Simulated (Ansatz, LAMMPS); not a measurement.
# Glassy 65SiO2-8Al2O3-28SrO (mol %) (115 atoms): where an added charge goes, part 2 of 4

Does an extra electron or hole in glassy 65SiO2-8Al2O3-28SrO (mol %) (115 atoms) stay spread out, or do the atoms trap it?

Ansatz 0.2.0; Kohn-Sham DFT, PBE, PAW (set soft_2), plane waves.

The cell: 26 Si, 6 Al, 11 Sr and 72 O. The quench rate of 20 K/ps is many orders above laboratory rates. The starting topology of bonds comes from the classical model. The Brillouin zone is sampled at Γ only, in a cell whose shortest periodic width is 12 Å.

So far. Step 2 (Single point at the start): The r.m.s. force at the start is 1.4 eV/Å. Step 3 (Relaxation): The relaxation converged after 18 steps, 10.6 eV below its start, with a largest force component of 0.013 eV/Å.

## Step 4: Single point at the relaxed geometry

The electronic structure is read at the final geometry, in a run of its own.

File input.yaml:

```yaml
crystal:
  lattice:
    - [11.72738, 0.0, 0.0]
    - [0.0, 11.72738, 0.0]
    - [0.0, 0.0, 11.72738]
  atoms:
    - { symbol: Si, position: [0.30773, 0.20142, 0.3082] }
    - { symbol: Si, position: [0.90409, 0.84738, 0.9138] }
    - { symbol: Si, position: [0.14613, 0.07381, 0.45376] }
    - { symbol: Si, position: [0.91913, 0.43777, 0.84397] }
    - { symbol: Si, position: [0.19519, 0.19251, 0.91319] }
    - { symbol: Si, position: [0.30652, 0.39165, 0.64877] }
    [... 103 atom lines left out ...]
    - { symbol: O, position: [0.0477, 0.47333, 0.80466] }
    - { symbol: O, position: [0.40131, 0.87256, 0.49456] }
    - { symbol: O, position: [0.66141, 0.35617, 0.69232] }
    - { symbol: O, position: [0.26877, 0.25992, 0.67231] }
    - { symbol: O, position: [0.27431, 0.48272, 0.74764] }
    - { symbol: O, position: [0.78137, 0.98796, 0.50803] }
kpoints:
  mp_grid: { grid: [1, 1, 1] }
hamiltonian:
  xc: pbe
scf:
  occupations: { method: fixed }
output:
  forces: true
  stress: true
  populations: true
  dos:
    method: { smearing: { sigma: 0.08 } }
    de: 0.1
    projected: { site_lists: { Al: [Al], O: [O], Si: [Si], Sr: [Sr] } }
  eigenvalues: true
  write_density: true
  write_potential: true
  volumetric_format: npy
```

Launch:

```sh
ansatz run input.yaml --threads 4 --pin off --max-ram 8192MiB --backend cpu --events-out ev --progress --plain --runs-dir out
```

Numbers of over 12 decimals in the logs are rounded to 6 here.

The log of the run:

```text
[...]
Crystal: 115 atoms, lattice volume = 1612.883 Å³
Basis set: ecut = 420 eV, 31463 PW (Γ), exchange–correlation on 160×160×160 points (8 copies of the dense FFT grid, shifted against one another)
Bands: 447, of which v1, the nominal top of the filled ones, is band 332 counted from 1 (331 counted from 0)
Symmetry: 1 space group operations
[...]
k-points: 1
[...]
SCF iter   1: F=—  HF=-99745.982891 eV  |F-HF|=—  |Δ(HF+E_count)|=         —  Δρ=1.86e-3  dr2=6.88e-2  ethr=1.77e-3  ⟨swp⟩=6.0  Hψ=1764  notcnv=0  defer=111
[...]
SCF iter   9: F=-99745.999241 eV  HF=-99745.999241 eV  |F-HF|=1.35e-8  |Δ(HF+E_count)|=   5.78e-8  Δρ=1.42e-6  dr2=3.09e-8  ethr=1.51e-11  ⟨swp⟩=22.0  Hψ=4905  notcnv=0
SCF 1 converged in 9 iterations: F = -99745.999241 eV  dr2 = 3.09e-8
[...]
SCF converged after 9 iterations
Free energy (F): -99745.999241 eV
[...]
Internal energy: -99745.999241 eV  (E = F + TS)
E sigma→0 (E₀):  -99745.999241 eV
Fermi energy:    4.425354 eV
[...]
--- Forces (eV/Å), atoms counted from 1 ---
  atom   1  Si    -0.00739837    -0.00053772     0.00145150
  atom   2  Si     0.00989052     0.00269263     0.00337346
  atom   3  Si     0.00567027    -0.00248893    -0.00416914
  atom   4  Si     0.00558393     0.00053244     0.00610292
  atom   5  Si    -0.00335207     0.00976882     0.00051239
  atom   6  Si     0.00148134     0.00024561    -0.00604726
  atom   7  Si    -0.00183979     0.00343246    -0.00523325
  atom   8  Si    -0.00239072    -0.00780356     0.00879114
  atom   9  Si     0.00070116    -0.00304894    -0.00952290
  atom  10  Si     0.00092833    -0.00457496     0.00525446
  atom  11  Si     0.00537736    -0.00053901    -0.00184340
  atom  12  Si    -0.00983589    -0.00252651    -0.00707557
  atom  13  Si     0.00290668    -0.00187662     0.00305149
  atom  14  Si     0.00273345     0.00411581    -0.00156298
[...]
atom 114  O      0.00289127     0.00063078     0.00470590
  atom 115  O     -0.00123356     0.00826440    -0.00610783
  max |Σ_I F_I| component: 1.19e-4 eV/Å
--- Stress (GPa, compression-positive) ---
        2.187906      -0.230669      -0.999010
       -0.230665       0.232754       0.123402
       -0.999008       0.123402       1.098755
  P = ⅓ Tr σ = 1.1731 GPa (11.731 kbar)
--- Band table (eV) ---
[...]
--- Löwdin populations: 115 sites ---
  site symbol       q [e]
     0     Si      2.2098
     1     Si      2.4984
     2     Si      2.2894
[...]
114      O      6.8441
  spilling = 0.013043 (of n_electrons = 664.000000)
```

It took 32 s on 4 threads of Arm Neoverse V2, shared host; peak memory 2.2 GiB.

Read from the output:

* free energy: -99745.9992 eV
* free energy per atom: -867.3565 eV/atom
* SCF cycles: 9
* pressure: 1.173 GPa
* r.m.s. force component: 0.00456 eV/Å
* longest force: 0.01882 eV/Å
* Fermi energy: 4.425 eV
* gap (highest filled to lowest empty level): 3.991 eV
* spilling of the projection: 0.01304

Löwdin charges by element and coordination (they lack the spilled electrons, 0.075 e an atom on average):

```
element  coordination  atoms  mean charge (e)  spread   least    most
     Al           all      6             1.27  0.0429    1.21    1.35
      O           all     72           -0.874  0.0925   -1.14  -0.776
      O             2     23           -0.801  0.0298  -0.907  -0.776
      O             3     36           -0.888  0.0834   -1.11  -0.797
      O             4     13           -0.963   0.093   -1.14  -0.833
     Si           all     26             1.69   0.067    1.50    1.79
     Sr           all     11             1.81  0.0156    1.80    1.85
     Sr             6      4             1.81  0.0116    1.80    1.83
     Sr             7      2             1.81  0.0033    1.81    1.82
     Sr             8      5             1.82  0.0202    1.80    1.85
```

States in the cell by windows of 1 eV, zero at the Fermi level; the larger projections on atomic orbitals stand beside the total:

```
from (eV)  to (eV)  total   O p  Si p
      -14      -13    7.1   0.2   0.0
      -13      -11    0.0   0.0   0.0
      -11      -10    0.3   0.2   0.0
      -10       -9   10.2   6.7   0.5
       -9       -8   13.8   9.4   0.9
       -8       -7   17.9  12.8   2.1
       -7       -6   31.1  23.6   4.9
       -6       -5   27.2  20.9   3.5
       -5       -4   45.6  36.8   4.3
       -4       -3   75.9  65.8   4.1
       -3       -2   80.5  74.2   2.0
       -2       -1   81.9  77.2   1.2
       -1        0   45.6  43.2   0.5
        0        1    2.1   2.0   0.0
        1        3    0.0   0.0   0.0
        3        4    1.1   0.0   0.0
        4        5    0.9   0.0   0.0
```

The curve was stored every 0.100 eV, coarse against its broadening of 0.08 eV, so these counts are rough.

With fixed occupations the program's Fermi level is the highest filled level; weight inside the gap is the broadening of levels at its edges.

Between -26 and -14 eV lie 203 more states.

The levels nearest the highest filled one (over half full), pooled over k-points and spins:

```
level less the highest filled one (eV)  occupation
                                -0.267           2
                                -0.181           2
                                -0.133           2
                                -0.113           2
                               -7.0e-4           2
                                     0           2
                                  3.99           0
                                  5.39           0
                                  5.40           0
                                  5.59           0
                                  5.63           0
                                  5.66           0
```

Valence density in the ab plane at fractional z = 0.114, with atoms of Si and Al and Sr and O within 0.2 Å of it. It is the smooth field of the valence electrons, not physical close to the nuclei.

Ten steps, logarithmic in the rise over the least value, from '0' (0.0 e/Å³) to '9' (6.5 e/Å³), each cell a mean:
```
123333466642111111233321124554211
112222467753334332222221112343321
111111356654456542112333211234543
110000123333355542112343211235653
233211012344433321011233211123432
466542124677532100001234432111222
677753125899631000002467764211113
577752125798631000002577776323333
445431113455421000002477775357764
221110112343321110001245543468975
211111124554322110001111111357764
233321135776421100123321111234443
356643235676310001245542122232112
467753223443200001256654334443112
345542111111000000235553345543212
122211000000000000123332344332111
000000000000000000012344432211100
100000000000000000012356542111121
100000000000000000012356642112343
211122111110000001112344431123444
111233333221000001234332211112333
111234433321000012466642111111221
012333223321000012578742112332100
123443344321000012466532124554210
```
Columns run along a (11.7 Å), rows up along b (11.7 Å). Atoms in or near the plane, at fractional coordinates: Si at (0.19, 0.04), Al at (0.94, 0.45), Sr at (0.72, 0.67), O at (0.31, 0.71).

Electrostatic potential energy in the ab plane at fractional z = 0.114, with atoms of Si and Al and Sr and O within 0.2 Å of it. With pseudopotentials it is smooth inside the atoms' cores, unlike the true potential.

Values in eV, 13 rows by 16 columns, each cell a mean:
```
 10   8   1  -9 -10   5   6   8   7   6   8   8   2  -6   1   8
 10   9   9   6  -3 -21 -18   1   7   7   9  10   9   7   4   9
  1  -1   5   8   2 -21 -16   5   9   9   8   6   7   9   9   8
-28 -37  -3   7 -18 -32   4   9   9   7  -8 -31 -18   6  10   4
 -8 -14   2   6  -4 -12   5   9   9   6 -14 -39 -26   4  -5   2
  7   7   8   6  -8 -17   2   9  10   9   5   0   4   6 -20  -3
  1   3   9   8  -7  -7   8  10  10   8   6   8   9   6  -6  -6
 -2  -9   7   8   8  10  11  11  10   5 -10 -11   3   4  -7  -7
  9  11  11  10  10  11  11  11  10   6 -24 -40  -7   8   6   5
 11  11  11  10  10  10  11  11  10   8   1  -9   5  10  11  11
 11  11   9   9  10  10  11  11  10   6   3   4   9  10   9   9
 11   7  -7 -15   3  10  11  11   9  -3  -6   4   7   6   8  10
 10   4 -28 -40  -6   8  10  10   9  -8  -3   6   2  -5   1   8
```
Columns run along a (11.7 Å; values clipped at the 3rd and 97th percentile), rows up along b (11.7 Å). Atoms in or near the plane, at fractional coordinates: Si at (0.19, 0.04), Al at (0.94, 0.45), Sr at (0.72, 0.67), O at (0.31, 0.71).

Between filled and empty levels lie 3.99 eV (at Γ alone); a semilocal functional tends to put such gaps too low. In a disordered cell it changes from sample to sample, and tail or defect levels can set it. Mean Löwdin charges: Al +1.27, O -0.87, Si +1.69, Sr +1.81 e (they miss 1.3 % of the electrons, so they add up to more than the cell's charge).

## Step 5: An extra electron, atoms held

The electron count changes by one with the atoms held: a vertical process, on a uniform background, with spin and a narrow Fermi–Dirac smearing. Its energy against the neutral cell hangs on the program's zero of potential.

File input.yaml:

```yaml
crystal:
  lattice:
    - [11.72738, 0.0, 0.0]
    - [0.0, 11.72738, 0.0]
    - [0.0, 0.0, 11.72738]
  atoms:
    [... the 115 atom lines of step 4 ...]
total_charge: -1
kpoints:
  mp_grid: { grid: [1, 1, 1] }
hamiltonian:
  xc: pbe
scf:
  occupations: { method: fermi_dirac, width: 0.01 }
  lower_state_search: "off"
output:
  forces: true
  stress: true
  populations: intrinsic
  dos:
    method: { smearing: { sigma: 0.08 } }
    de: 0.1
    projected: { site_lists: { Al: [Al], O: [O], Si: [Si], Sr: [Sr] } }
  eigenvalues: true
  write_density: true
  write_potential: true
  volumetric_format: npy
magnetization:
  spin_polarized: true
  initial_magnetization: 1
```

The log of the run:

```text
[...]
Crystal: 115 atoms, lattice volume = 1612.883 Å³
Basis set: ecut = 420 eV, 31463 PW (Γ), exchange–correlation on 160×160×160 points (8 copies of the dense FFT grid, shifted against one another)
Bands: 448, of which v1, the nominal top of the filled ones, is band 333 counted from 1 (332 counted from 0)
Symmetry: 1 space group operations
[...]
k-points: 1
[...]
Starting moments: Σ|m| = 1 μB on 115 of 115 sites
[...]
SCF iter   1: F=—  HF=-99793.823099 eV  |F-HF|=—  |Δ(HF+E_count)|=         —  Δρ=4.51e-2 (↑4.46e-2 ↓4.51e-2)  dr2=1.76e2  dr2_m=3.35e-2  M=1.000 μB ∫|m|=1.012 μB  β_m=1.00  ethr=3.10e-3  ⟨swp⟩=9.0  Hψ=4996  notcnv=0  defer=134
[...]
spin=Collinear: Resta preconditioning applied to the charge; magnetization (m = ρ↑ − ρ↓) channel mixes plain (no charge-response kernel on spin).
SCF iter   2: F=—  HF=-99757.534200 eV  |F-HF|=—  |Δ(HF+E_count)|=         —  Δρ=2.45e-2 (↑2.44e-2 ↓2.45e-2)  dr2=6.50e1  dr2_m=8.35e-4  M=1.000 μB ∫|m|=1.044 μB  β_m=0.30  ethr=3.10e-3  ⟨swp⟩=3.0  Hψ=1623  notcnv=0  defer=217
[...]
SCF iter   8: F=—  HF=-99737.597263 eV  |F-HF|=—  |Δ(HF+E_count)|=   1.47e-2  Δρ=4.33e-4 (↑4.33e-4 ↓4.15e-4)  dr2=5.97e-3  dr2_m=1.00e-3  M=0.624 μB ∫|m|=0.658 μB  β_m=0.30  ethr=2.51e-6  ⟨swp⟩=3.0  Hψ=1200  notcnv=0  defer=218
[...]
spin-set hold released at iteration 8 (site moments contracting): the magnetisation degrees of freedom join the quasi-Newton model from the next iteration; the mixer history was flushed
SCF iter   9: F=—  HF=-99737.602067 eV  |F-HF|=—  |Δ(HF+E_count)|=   4.80e-3  Δρ=3.29e-4 (↑3.29e-4 ↓3.04e-4)  dr2=3.78e-3  dr2_m=5.77e-4  M=0.583 μB ∫|m|=0.615 μB  β_m=0.65  ethr=8.98e-7  ⟨swp⟩=3.0  Hψ=1182  notcnv=0  defer=218
[...]
SCF iter  18: F=-99737.613451 eV  HF=-99737.613451 eV  |F-HF|=1.45e-8  |Δ(HF+E_count)|=   7.27e-8  Δρ=8.62e-7 (↑8.62e-7 ↓7.92e-7)  dr2=3.82e-8  dr2_m=5.17e-10  M=0.001 μB ∫|m|=0.001 μB  ethr=1.50e-11  ⟨swp⟩=9.5  Hψ=5911  notcnv=0
WARN: the starting moments were not kept: the SCF closed with an absolute magnetisation of 8.4e-4 μB, where they sum to 1 μB in size (115 sites). That is at most 0.1 of that sum. Measured as dr2_m measures the in/out step, that magnetisation stands 2.2e-9 eV from none, [...]
SCF 1 converged in 18 iterations: F = -99737.613451 eV  dr2 = 3.82e-8
[...]
SCF converged after 18 iterations
Magnetization: 0.0008 μB (332.5004 up, 332.4996 down)
Absolute magnetization: 0.0009 μB (∫|ρ↑−ρ↓|, with the PAW one-centre terms)
[...]
Per-site moments (μB) at R_I (Å): [(9.067435684959773e-7, 0.659285), (6.017357101999333e-7, 0.673753), (7.562669831696651e-7, 0.657098), (8.818609124657996e-7, 0.667237), (1.0602309806805613e-6, 0.658027), [...]
Free energy (F): -99737.613451 eV
[...]
Internal energy: -99737.599588 eV  (E = F + TS)
E sigma→0 (E₀):  -99737.606520 eV
Entropy (-TS):   -0.013863 eV (-0.121 meV/atom)
Fermi energy:    8.382183 eV
[...]
--- Forces (eV/Å), atoms counted from 1 ---
  atom   1  Si    -0.03006513    -0.03287169    -0.05833773
  atom   2  Si     0.04759162     0.01323626    -0.00091590
  atom   3  Si    -0.02608560    -0.02441822     0.02714075
  atom   4  Si     0.04156962     0.01065447     0.01360485
  atom   5  Si    -0.01424891     0.02805256     0.01933122
  atom   6  Si    -0.01367298     0.01311185     0.07285892
  atom   7  Si    -0.00192274    -0.01743263     0.02986024
  atom   8  Si     0.01025591    -0.03691516     0.04152416
  atom   9  Si    -0.04728214    -0.02337116    -0.08785653
  atom  10  Si     0.05174703     0.00803857     0.08026723
  atom  11  Si     0.00631653     0.00503425    -0.00921202
  atom  12  Si    -0.00807055     0.01364870     0.02314920
  atom  13  Si     0.00406828    -0.01317452     0.07667012
  atom  14  Si     0.02162568    -0.00804795    -0.03678249
[...]
atom 114  O      0.02451587     0.00831179    -0.02560609
  atom 115  O     -0.00754603    -0.00766546    -0.00837481
  max |Σ_I F_I| component: 9.02e-5 eV/Å
--- Stress (GPa, compression-positive) ---
        2.344229      -0.234372      -0.970843
       -0.234368       0.420184       0.110999
       -0.970841       0.110999       1.287079
  P = ⅓ Tr σ = 1.3505 GPa (13.505 kbar)
--- Band table (eV) ---
[...]
--- intrinsic populations: 115 sites ---
  site symbol       q [e]    m [muB]
     0     Si      2.2398     0.0000
     1     Si      2.5213     0.0000
     2     Si      2.3136     0.0000
[...]
114      O      6.9393     0.0000
  spilling = 0.000000 (of n_electrons = 665.000000)
```

The job ended after 91 s (4 threads; peak memory 3.8 GiB).

The program notes that starting moments were not kept.

An extra electron, atoms held: the energy stands 8.39 eV above that of the reference. An odd electron should give 1 μB; this run ended with the carrier shared between both spins.

The levels nearest the highest filled one (over half full), pooled over k-points and spins:

```
level less the highest filled one (eV)  occupation
                                 -3.97           1
                                 -3.97           1
                                     0         0.5
                                     0         0.5
                                  1.40           0
                                  1.40           0
                                  1.42           0
                                  1.42           0
```

## Step 6: An extra electron, atoms relaxed

The atoms now respond to the charge; the energy gained comes from screening by the atoms, from trapping if the charge localises, and from any strain left in the reference.

input.yaml, the sections that differ from step 5:

```yaml
output:
  forces: true
relax:
  f_tol: 0.05
  max_steps: 90
# crystal, total_charge, kpoints, hamiltonian, scf, magnetization: as in step 5
```

The log of the run:

```text
[...]
Crystal: 115 atoms, lattice volume = 1612.883 Å³
Basis set: ecut = 420 eV, 31463 PW (Γ), exchange–correlation on 160×160×160 points (8 copies of the dense FFT grid, shifted against one another)
Bands: 448, of which v1, the nominal top of the filled ones, is band 333 counted from 1 (332 counted from 0)
Symmetry: 1 space group operations
[...]
k-points: 1
[...]
Starting moments: Σ|m| = 1 μB on 115 of 115 sites
[...]
SCF iter   1: F=—  HF=-99793.823098 eV  |F-HF|=—  |Δ(HF+E_count)|=         —  Δρ=4.51e-2 (↑4.46e-2 ↓4.51e-2)  dr2=1.76e2  dr2_m=3.35e-2  M=1.000 μB ∫|m|=1.012 μB  β_m=1.00  ethr=3.10e-3  ⟨swp⟩=9.0  Hψ=4996  notcnv=0  defer=134
[...]
SCF iter   2: F=—  HF=-99757.534204 eV  |F-HF|=—  |Δ(HF+E_count)|=         —  Δρ=2.45e-2 (↑2.44e-2 ↓2.45e-2)  dr2=6.50e1  dr2_m=8.35e-4  M=1.000 μB ∫|m|=1.044 μB  β_m=0.30  ethr=3.10e-3  ⟨swp⟩=3.0  Hψ=1623  notcnv=0  defer=217
[...]
SCF iter   8: F=—  HF=-99737.598265 eV  |F-HF|=—  |Δ(HF+E_count)|=   1.57e-2  Δρ=4.33e-4 (↑4.33e-4 ↓4.15e-4)  dr2=5.97e-3  dr2_m=1.00e-3  M=0.624 μB ∫|m|=0.658 μB  β_m=0.30  ethr=2.51e-6  ⟨swp⟩=3.0  Hψ=1499  notcnv=0  defer=218
[...]
SCF iter  10: F=—  HF=-99737.612183 eV  |F-HF|=—  |Δ(HF+E_count)|=   9.12e-3  Δρ=1.10e-4 (↑1.09e-4 ↓1.10e-4)  dr2=6.07e-4  dr2_m=7.26e-5  M=0.383 μB ∫|m|=0.406 μB  β_m=0.66  ethr=5.69e-7  ⟨swp⟩=4.0  Hψ=1377  notcnv=0  defer=218
[...]
SCF iter  15: F=-99737.613446 eV  HF=-99737.613446 eV  |F-HF|=3.67e-7  |Δ(HF+E_count)|=   1.79e-5  Δρ=9.82e-6 (↑9.82e-6 ↓8.05e-6)  dr2=2.41e-6  dr2_m=5.01e-7  M=0.033 μB ∫|m|=0.035 μB  β_m=0.83  ethr=3.11e-10  ⟨swp⟩=1.0  Hψ=2620  notcnv=0
SCF iter  16: F=-99737.613451 eV  HF=-99737.613450 eV  |F-HF|=2.94e-7  |Δ(HF+E_count)|=   3.85e-6  Δρ=2.98e-6 (↑2.40e-6 ↓2.98e-6)  dr2=1.94e-7  dr2_m=7.53e-8  M=0.011 μB ∫|m|=0.012 μB  ethr=3.11e-10  ⟨swp⟩=1.0  Hψ=2251  notcnv=0
[...]
SCF 1 converged in 16 iterations: F = -99737.613451 eV  dr2 = 1.94e-7
[...]
relax step   1: F+E_penalty+E_count = -99737.61345063 eV  Δ(F+E_penalty+E_count) = +0.000e0 eV  max|allowed force component| = 9.355e-2 eV/Å  Δτ_max = 0.0000 Å  (16 SCF iters, dr2 threshold 6.25e-5 eV, accepted)
[...]
relax step   2: F+E_penalty+E_count = -99737.61622931 eV  Δ(F+E_penalty+E_count) = -2.779e-3 eV  max|allowed force component| = 1.348e-1 eV/Å  Δτ_max = 0.0319 Å  (14 SCF iters, accepted)
[...]
relax step   3: F+E_penalty+E_count = -99737.62078102 eV  Δ(F+E_penalty+E_count) = -4.552e-3 eV  max|allowed force component| = 5.192e-2 eV/Å  Δτ_max = 0.0170 Å  (13 SCF iters, accepted)
[...]
relax step   4: F+E_penalty+E_count = -99737.61632847 eV  Δ(F+E_penalty+E_count) = +4.453e-3 eV  max|allowed force component| = 1.408e-1 eV/Å  Δτ_max = 0.0464 Å  (15 SCF iters, rejected (line search))
[...]
relax step   5: F+E_penalty+E_count = -99737.62284800 eV  Δ(F+E_penalty+E_count) = -2.067e-3 eV  max|allowed force component| = 2.285e-2 eV/Å  Δτ_max = 0.0090 Å  (14 SCF iters, accepted)
SCF converged after 14 iterations
Magnetization: 0.0000 μB (332.5000 up, 332.5000 down)
Absolute magnetization: 0.0000 μB (∫|ρ↑−ρ↓|, with the PAW one-centre terms)
[...]
Per-site moments (μB) at R_I (Å): [(1.1587390048704386e-9, 0.659841), (4.2621110765890986e-10, 0.674046), (7.776154110677208e-10, 0.657604), (9.290480484096178e-10, 0.667717), (7.615816073004245e-10, 0.658477), [...]
Free energy (F): -99737.622848 eV
[...]
Internal energy: -99737.608985 eV  (E = F + TS)
E sigma→0 (E₀):  -99737.615917 eV
Entropy (-TS):   -0.013863 eV (-0.121 meV/atom)
Fermi energy:    8.366751 eV
[...]
Σ components = -99737.622848   (vs F -99737.622848, Δ=0.00e0)
--- Forces (eV/Å), atoms counted from 1 ---
  atom   1  Si    -0.00099534    -0.00300695    -0.01257181
  atom   2  Si     0.00365876     0.00189097    -0.00161680
  atom   3  Si    -0.01145506    -0.00481469    -0.00068129
  atom   4  Si    -0.00567115    -0.01001448     0.00250114
[...]
atom 115  O     -0.00494527    -0.00260587     0.00395481
  max |Σ_I F_I| component: 9.51e-5 eV/Å
--- Relaxed structure (5 steps of the walk, 4 accepted, 0 SCFs on fresh bases) ---
  F+E_penalty+E_count = -99737.62284800 eV   max|allowed force component| = 2.285e-2 eV/Å
  atoms:
    - { symbol: Si, position: [0.307691, 0.201066, 0.308306] }
    - { symbol: Si, position: [0.903316, 0.847149, 0.914125] }
    - { symbol: Si, position: [0.146124, 0.073540, 0.453959] }
    - { symbol: Si, position: [0.919258, 0.437964, 0.843980] }
[...]
- { symbol: O, position: [0.781576, 0.988031, 0.508078] }
```

Run time: 3.7 min. Hardware: 4 threads; peak memory 3.7 GiB.

The relaxation converged after 5 steps, 0.00940 eV below its start, with a largest force component of 0.023 eV/Å.

An extra electron, atoms relaxed: the energy stands 8.38 eV above that of the reference. An odd electron should give 1 μB; this run ended with the carrier shared between both spins.

(Continued in part 3 of 4.)

[Logs are printed without paths, hosts, clocks, repeated set-up lines and the standing remarks that a program may print on its own settings, such as how far it seeks lower states.]

[Hosts, paths, dates, database ids (printed as entryN), source tags and the programs' standing remarks are cut or masked in the printed files.]
